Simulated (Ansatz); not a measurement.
CS2NF5 (P-1), computed twice by G0W0.

```xyz
18
Lattice="4.8510 0.0000 0.0000 -0.2430 7.4030 0.0000 -0.0929 -1.0366 7.8775" Properties=species:S:1:pos:R:3 pbc="T T T"
C     1.6005    2.9775    6.1363
C     2.9146    3.3889    1.7412
S     2.2298    4.2632    5.5380
S     2.2852    2.1032    2.3396
S     0.4266    0.6150    6.0879
S     4.0885    5.7514    1.7897
N     1.1330    2.0118    6.7317
N     3.3821    4.3546    1.1458
F     4.4810    1.4405    4.9449
F     0.0341    4.9258    2.9326
F     1.1842   -0.2730    7.1827
F     3.3309    6.6394    0.6949
F     4.5944   -0.7301    5.5240
F    -0.0793    7.0964    2.3536
F     4.0331    0.7852    7.0824
F     0.4819    5.5812    0.7952
F     1.6441    0.3727    5.0496
F     2.8710    5.9937    2.8280
```

Geometry: measured cell, ions relaxed with PBE. The runs that relaxed it are not among those shown.

The first (Ansatz 0.2.0; start PBE, 4×2×2 mesh, 174 empty bands, screening to 42 eV, PAW set soft_1 files; 1 × NVIDIA H100 80GB HBM3 (shared by 6 runs) with 2 threads of AMD EPYC 7R13 (Zen 3), shared host) gave, on its mesh: starting gap 2.92 eV, G0W0 gap 6.63 eV, RPA ε∞ (mean) 2.22, 18 s.

Question: The second changes empty bands from 174 to 494 and screening cutoff (eV) from 42 to 84. What does it give?

It gave: starting gap 2.92 eV, G0W0 gap 6.65 eV, RPA ε∞ (mean) 2.23, 44 s. The G0W0 gap moves by +0.02 eV, +0.00 eV from the start and +0.02 eV from the correction. Σc changes by −0.29 eV at the valence top and −0.26 eV at the conduction bottom, and Σx − Vxc between them by +0.00 eV.

Limits: not at the basis limit; coarse k mesh.

[Paths, hosts, dates, memory and timing lines, banners, echoed tables and standing remarks are left out of the program output.]

[Logs are printed without paths, hosts, clocks, repeated set-up lines and the standing remarks that a program may print on its own settings, such as how far it seeks lower states.]

[Runs of the session that timed out or met a known fault of the program may be left out.]

[Cells called generated may have been cut or substituted from an entry of the Crystallography Open Database or the Materials Project.]

[Hosts, paths, dates, database ids (printed as entryN), source tags and the programs' standing remarks are cut or masked in the printed files.]
